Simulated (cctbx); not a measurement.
**Which space group?**

Cell: a = 4.7420 Å, b = 5.9520 Å, c = 10.1410 Å, α = 90.00°, β = 90.00°, γ = 90.00°. Expected content of the cell: Pt2 Zn2 Mn2 Mg10.

The data are simulated with cctbx, not measured: Mo Kα, λ = 0.71073 Å, to d = 0.75 Å, 70 % of the full sphere, strongest reflection 70000 counts, noise from counting, a 3 % proportional error and a noise floor of 8 counts (s.d.); no absorption.

Tests on the unmerged data give:

```text
1955 reflections to d = 0.750 A
centring   violations  <I/sigma> of those
    A          0 of   981      0.0
    B        489 of   994     14.4
    C        489 of   965     14.9
    I        482 of   967     14.7
    R        648 of  1302     14.7
    F        489 of  1470      9.8
Laue class    unique    Rint  (classes that these axes allow; Friedel mates merged)
A 1 2/m 1         376   0.038
A 1 1 2/m         368   0.037
A m m m           225   0.039
space group    extra absences  I>4sigma  <I/sigma>
A 2 2 2                 0          0         -  acentric
A 2 m m                 0          0         -  acentric
A m m 2                 0          0         -  acentric
A m 2 m                 0          0         -  acentric
A m m m                 0          0         -  centric
Wilson B = 0.73 A^2   <|E^2-1|> = 0.552 (0.968 centric, 0.736 acentric)   E^2>4: 0.0 %
shell (A)         n   <I/sigma>
 5.13 - 1.49     35     42.0
 1.49 - 1.19     29     42.5
 1.19 - 1.04     31     42.8
 1.04 - 0.95     23     41.4
 0.95 - 0.88     32     50.3
 0.88 - 0.83     25     40.4
 0.83 - 0.79     27     44.5
 0.79 - 0.75     23     41.9
```

**Question.** What are the lattice type, the Laue class and the likely space group?

The reflections that A centring forbids are absent (⟨I/σ⟩ near 0), so the lattice is A.

Rint stays low (0.037 to 0.039) up to A m m m, the highest class in these axes.

5 settings pass the absence test. No glide or screw absences show, which leaves A 2 2 2, A 2 m m, A m m 2, A m 2 m and A m m m.

⟨|E²−1|⟩ = 0.552 leans to a non-centrosymmetric structure, or to twinning, which lowers it. The Wilson B of 0.73 Å² means U ≈ 0.0092 Å².

The true group is Amm2 (no. 38), Laue class mmm, non-centrosymmetric. The tables only narrow the choice to the tied entries; cell content, site symmetry and trial solutions must settle it.

The model was made for the exercise: a known structure type with other elements put in, its volume estimated, not relaxed; displacement parameters are assumed.

[Logs are printed without paths, hosts, clocks, repeated set-up lines and the standing remarks that a program may print on its own settings, such as how far it seeks lower states.]
